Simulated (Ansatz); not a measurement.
# What Li2Te2Pt (built on the Rb2Te2Pt structure) distorts into, part 3 of 3

Aim: this structure of Li2Te2Pt (built on the Rb2Te2Pt structure) is to be tested for unstable modes, and one is followed downhill.

Ansatz 0.2.0; DFT PBEsol, scalar-relativistic, plane waves, PAW.

So far. Step 4 (The mode frozen in, largest atomic shift 0.32 Å): The run ends at a pressure of -0.35 GPa, with forces up to 0.085 eV/Å. Step 5 (Energy along the mode, all amplitudes (two of the runs …): The lowest step is at 0.32 Å, 1.43 meV/atom below the parent, and the energy rises beyond it.

The structure was built from a prototype and need not be the compound's stable phase.

## 7. The new phase in its own primitive cell

The relaxed structure is symmetrised, reduced to its primitive cell and relaxed tightly, as its phonons need.

Contents of input.yaml:

```yaml
crystal:
  lattice:
    - [4.8059820142, -2.000978437, 0.0]
    - [4.8059820142, 2.000978437, 0.0]
    - [-1.9018026185, 0.0, 5.6602547163]
  atoms:
    - { symbol: Li, position: [0.3340005467, 0.3340005467, 0.201034352] }
    - { symbol: Li, position: [0.6659994533, 0.6659994533, 0.798965648] }
    - { symbol: Te, position: [0.6361361406, 0.6361361406, 0.2743724412] }
    - { symbol: Te, position: [0.3638638594, 0.3638638594, 0.7256275588] }
    - { symbol: Pt, position: [0.0, 0.0, 0.0] }
kpoints:
  mp_grid: { grid: [10, 10, 6] }
hamiltonian:
  xc: pbesol
scf:
  occupations: { method: methfessel_paxton, width: 0.2 }
output:
  forces: true
  stress: true
  eigenvalues: true
relax:
  adjacent_minimum: "off"
  f_tol: 0.001
  max_steps: 60
  cell: { stress_tol: 0.01 }
```

On the command line:

```bash
$ ansatz run input.yaml --threads 8 --pin off --max-ram 14336MiB --backend cpu --events-out ev --progress --plain --runs-dir out
```

Standard output:

```text
[...]
Crystal: 5 atoms, lattice volume = 108.866 Å³
Basis set: ecut = 420 eV, 2121 PW (Γ), exchange–correlation on 72×72×80 points (8 copies of the dense FFT grid, shifted against one another)
Bands: 34, of which v1, the nominal top of the filled ones, is band 28 counted from 1 (27 counted from 0)
Symmetry: 4 space group operations
[...]
k-points: 172 of 600
[...]
cell:  # Å, volume = 108.8790 Å³
    - [4.806051, -2.001372, -0.00235819]
    - [4.806051, 2.001372, -0.00235819]
    - [-1.904607, 0.0, 5.660691]
  atoms:
    - { symbol: Li, position: [0.334113, 0.334113, 0.200966] }
    - { symbol: Li, position: [0.665887, 0.665887, 0.799034] }
    - { symbol: Te, position: [0.636260, 0.636260, 0.274263] }
    - { symbol: Te, position: [0.363740, 0.363740, 0.725737] }
    - { symbol: Pt, position: [0, 0, 0] }
[key lines of the parts left out:]
SCF converged after 7 iterations
Free energy (F): -26596.348449 eV
Fermi energy:    9.371581 eV
P = ⅓ Tr σ = 0.0019 GPa (0.019 kbar)
```

The job ended after 20 s (8 threads of Arm Neoverse V2, shared host; peak memory 0.88 GiB; 2.5 min of CPU time).

Little changed from the start: no atom moved by 0.005 Å and no cell edge by 0.1 %.

This step gave:

| Property | Result |
| --- | --- |
| pressure | 0.001911 GPa |
| volume per atom | 21.78 Å³ |

The largest force component left is 0.54 meV/Å and the pressure is 0.002 GPa, within the tolerances set. The cell now holds 21.78 Å³/atom.

## 8. Modes of the new phase, k-mesh 10×10×6

A relaxed structure may still be a saddle point, so its zone-centre modes are computed. No field response is asked, since the mesh shows no gap.

Contents of input.yaml:

```yaml
crystal:
  lattice:
    - [4.806050685, -2.0013722639, -0.0023581921]
    - [4.806050685, 2.0013722639, -0.0023581921]
    - [-1.9046071579, 0.0, 5.6606910324]
  atoms:
    - { symbol: Li, position: [0.3341130507, 0.3341130507, 0.2009664866] }
    - { symbol: Li, position: [0.6658869493, 0.6658869493, 0.7990335134] }
    - { symbol: Te, position: [0.6362602678, 0.6362602678, 0.274262764] }
    - { symbol: Te, position: [0.3637397322, 0.3637397322, 0.725737236] }
    - { symbol: Pt, position: [0.0, 0.0, 0.0] }
kpoints:
  mp_grid: { grid: [10, 10, 6] }
hamiltonian:
  xc: pbesol
scf:
  occupations: { method: methfessel_paxton, width: 0.2 }
output:
  eigenvalues: true
phonons:
  method: dfpt
```

Standard output:

```text
[...]
Crystal: 5 atoms, lattice volume = 108.879 Å³
Basis set: ecut = 420 eV, 2123 PW (Γ), exchange–correlation on 72×72×80 points (8 copies of the dense FFT grid, shifted against one another)
Bands: 34, of which v1, the nominal top of the filled ones, is band 28 counted from 1 (27 counted from 0)
Symmetry: 4 space group operations
k-points: 172 of 600 (irreducible under 2 space group operations, time reversal used)
[...]
SCF iter   1: F=—  HF=-26596.350493 eV  |F-HF|=—  |Δ(HF+E_count)|=         —  Δρ=2.91e-3  dr2=7.49e-3  ethr=1.77e-3  ⟨swp⟩=6.5  Hψ=24667  notcnv=0
[...]
SCF iter  13: F=-26596.348449 eV  HF=-26596.348449 eV  |F-HF|=7.28e-12  |Δ(HF+E_count)|=    0.00e0  S|Δr|=    0.00e0  Δρ=2.47e-8  dr2=8.32e-13  ethr=1.00e-12  ⟨swp⟩=10.9  Hψ=29425  notcnv=0
SCF 1 converged in 13 iterations: F = -26596.348449 eV  dr2 = 8.32e-13
[...]
SCF converged after 13 iterations
[...]
Free energy (F): -26596.348449 eV
[...]
Internal energy: -26596.348855 eV  (E = F + TS)
E sigma→0 (E₀):  -26596.348551 eV
Entropy (-TS):   0.000406 eV (0.081 meV/atom)
Fermi energy:    9.371581 eV
[...]
--- Band table (eV; the first three rows and the last of 172) ---
  k-point 0: bands = [... 24 lower, 6.6548, 8.1059, 8.4615, 9.7847, 10.2450, 10.7820, 11.9556, 13.1819, ... 2 higher]
  k-point 1: bands = [... 24 lower, 6.6972, 7.8668, 8.4089, 9.1484, 10.6208, 11.0375, 12.3180, 13.2505, ... 2 higher]
  k-point 2: bands = [... 24 lower, 6.7218, 7.4933, 7.9320, 8.3905, 11.3580, 11.6648, 13.0151, 13.5396, ... 2 higher]
  k-point 171: bands = [... 24 lower, 6.8081, 7.8233, 9.2137, 9.6986, 10.1433, 11.0494, 12.3036, 13.2252, ... 2 higher]
[...]
ASR residual: 2.884e-5 → 0.000e0 eV/Å²; symmetrization residual: 5.625e-6 eV/Å²
  ASR residual per site (eV/Å²): 1.08e-5 1.08e-5 1.89e-5 1.89e-5 2.88e-5
[...]
```

Run time: 79 s. Hardware: 8 threads; peak memory 2.3 GiB.

This step gave:

| Item | Value |
| --- | --- |
| sum-rule residual before enforcement | 2.88e-5 eV/Å² |
| point group | 2/m |
| highest optical mode at the zone centre (no LO-TO term) | 317.7 cm⁻¹ |
| lowest optical zone-centre mode | 68.48 cm⁻¹ |

Patterns of degenerate modes are one choice out of their space. The modes at Γ (shares of kinetic energy by element, %):

```csv
mode,frequency (cm⁻¹),symmetry,Li %,Te %,Pt %
1,0.0,acoustic,3,55,42
2,0.0,acoustic,3,55,42
3,0.0,acoustic,3,55,42
4,68.5,Ag,4,96,0
5,76.3,Bu,3,39,58
6,128.3,Bg,4,96,0
7,150.7,Ag,7,93,0
8,155.3,Bu,39,18,43
9,161.8,Au,76,4,20
10,180.2,Au,21,41,38
11,183.1,Bu,57,27,16
12,211.9,Bg,96,4,0
13,225.3,Ag,94,6,0
14,313.9,Bu,95,5,0
15,317.7,Ag,95,5,0
```

Displacements in mode 4 (68.5 cm⁻¹), the largest set to 1:
```
Li1  0.79  0.00  0.55
Li2 -0.79  0.00 -0.55
Te3  1.00  0.00 -0.43
Te4 -1.00  0.00  0.43
Pt5  0.00  0.00  0.00
```

Displacements in mode 11 (183.1 cm⁻¹), the largest set to 1:
```
Li1  0.28  0.00  1.00
Li2  0.28  0.00  1.00
Te3 -0.06  0.00 -0.16
Te4 -0.06  0.00 -0.16
Pt5  0.06  0.00  0.13
```

Before it was imposed, the acoustic sum rule was missed by 2.9e-5 eV/Å². Small misses are needed for a sound result but don't prove that mesh and cutoff are converged. The lowest optical mode is real, 68.5 cm⁻¹.

## 9. The phases reached

The phases reached along the modes that were followed are set side by side.

Energies are those of the first relaxation, on the mesh of the frozen mode; space group, volume and gap are those of the last relaxation. Phases, by row:

```csv
mode frozen in,space group,energy from parent (meV/atom),volume (Å³/atom),gap on mesh (eV),lowest zone-centre optical mode (cm⁻¹),largest shift (Å)
parent,Immm,0,23.31,0,–,–
"q = (0, 0, 0), 47i cm⁻¹",Imm2,-4.68,24.84,0,19,0.564
"q = (0, 0, 0), 33i cm⁻¹",C2/m,-101.9,21.78,0,68.5,1.518
```

## 10. Results

* unstable mode of the parent: q = (0, 0, 0), 33i cm⁻¹
* depth at the lowest point sampled: 1.43 meV/atom
* largest atomic shift at that point: 0.32 Å
* space group reached: C2/m
* energy gained over the parent (first relaxation, on the mesh of the frozen mode): 102 meV/atom
* volume per atom, phase reached: 21.8 Å³
* lowest optical zone-centre mode, phase reached: 68.5 cm⁻¹
* highest optical mode at the zone centre (no LO-TO term), phase reached: 318 cm⁻¹

In words: Along this mode the structure falls into C2/m, 102 meV/atom below the parent. At the parent's cell the well is 1.426 meV/atom deep on the steps tried, with its lowest point at a shift of 0.32 Å. Relaxing atoms and cell changes the gain by +100.46 meV/atom against the lowest step (energies at zero smearing). Most of the total comes from this relaxation. The new phase has no imaginary mode at the zone centre of its cell; other wavevectors were not checked. Of the 2 patterns followed from this parent, this one reaches the lowest energy. Each path keeps the symmetry of its pattern, so a lower phase may lie along a pattern not tried. With no gap, or one that is small against the smearing, the frequencies hang on the k mesh and the smearing, most of all near Kohn anomalies. Spin-orbit coupling is left out, which can matter for the heavy elements here. The starting cell was built on a prototype and not taken from a measurement, so the phase need not exist.

[Long decimals in the printed logs are rounded to 6 places.]

[Logs are printed without paths, hosts, clocks, repeated set-up lines and the standing remarks that a program may print on its own settings, such as how far it seeks lower states.]

[Hosts, paths, dates, database ids (printed as entryN), source tags and the programs' standing remarks are cut or masked in the printed files.]

[Where the starting crystal was built by hand or by swapping elements, it need not be the compound's stable phase.]
